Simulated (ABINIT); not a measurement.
Records of electronic-structure calculations.

**Bi2Se3 (Paraguanajuatite): G0W0 with ABINIT, start to end**

Symmetry: R-3m, No. 166, trigonal system. The conventional cell has a = 4.143 Å, b = 4.143 Å, c = 28.636 Å, α = 90.00°, β = 90.00°, γ = 120.00°. Bi has 6 Se at 2.85 to 3.07 Å nearest. Se has 6 Bi at 3.07 Å nearest. Se has 3 Bi at 2.85 Å nearest. Farther neighbours, and contacts between anions beyond the nearest, are not listed.

```xyz
5
Lattice="2.0715 1.1960 9.5453 -2.0715 1.1960 9.5453 0.0000 -2.3920 9.5453" Properties=species:S:1:pos:R:3 pbc="T T T"
Bi    0.0000    0.0000   11.4773
Bi    0.0000    0.0000   17.1587
Se    0.0000    0.0000    0.0000
Se    0.0000    0.0000    6.0622
Se    0.0000    0.0000   22.5738
```

| Item | Value |
| --- | --- |
| method | RPA screening on PBE, plane waves, norm-conserving pseudopotentials (and 2 further levels or steps) |
| program | ABINIT 10.8.3 |
| settings | cutoff 48 Ha, PseudoDojo scalar-relativistic 0.4 stringent, norm-conserving, ngkpt (4, 4, 4), nband 111, ecuteps 2.8 Ha, inclvkb 2, shiftk (0, 0, 0), symchi 1, awtr 1, frequency ppm, 4×4×4 k-mesh |
| cost | 5 runs, 45 min in all on 32 MPI ranks of Arm Neoverse V2, shared host |
| notes | The program’s warnings: nproc spkpt=  >= nkpt= * nsppol=. The cell and positions come from the Crystallography Open Database and are kept as given unless a step says otherwise. Limits: mesh may overstate the screening; no spin-orbit coupling. The RPA ε∞ on this mesh reaches over 25; with a narrow direct gap a coarse mesh can overstate it, and the correction is then too small. |
| PBE gap | 0.23 eV, direct |
| G0W0 gap on the mesh | 0.15 eV |
| GW settings | 4×4×4 mesh, 111 bands, screening to 76.2 eV, Godby-Needs plasmon pole |
| known limits | short of the basis limit; model gap, bands may invert with spin-orbit coupling; mesh may overstate the screening; no spin-orbit coupling |

G0W0 moves the gap on the mesh from 0.23 eV to 0.15 eV (−0.08 eV), with Z of 0.79 and 0.81 at the edges. Local fields lower the RPA ε∞ on this mesh from 29.62 to 26.20.

[Long decimals in the printed logs are rounded to 6 places.]

[Logs are printed without paths, hosts, clocks, repeated set-up lines and the standing remarks that a program may print on its own settings, such as how far it seeks lower states.]

[Paths, hosts, dates, memory and timing lines, banners, echoed tables and standing remarks are left out of the program output; an Ansatz launch command may be rebuilt from the run's recorded settings. Measured values are a selection of at most five: reports struck by readers or far from the other reports are left out. None is set beside runs whose start may be inverted or whose files or cutoffs have a known fault.]

[Runs of the session that timed out or met a known fault of the program may be left out.]

[Hosts, paths, dates, database ids (printed as entryN), source tags and the programs' standing remarks are cut or masked in the printed files.]

[G0W0 gaps are taken among the corrected bands and points alone; a level outside them can change the order at an edge.]

[Where Ansatz stands beside ABINIT at settings called matched, ABINIT's density can come from a denser mesh and the files from another edition; pairs whose starting gaps differed by over 0.03 eV were left out, so agreement reads better than it is.]
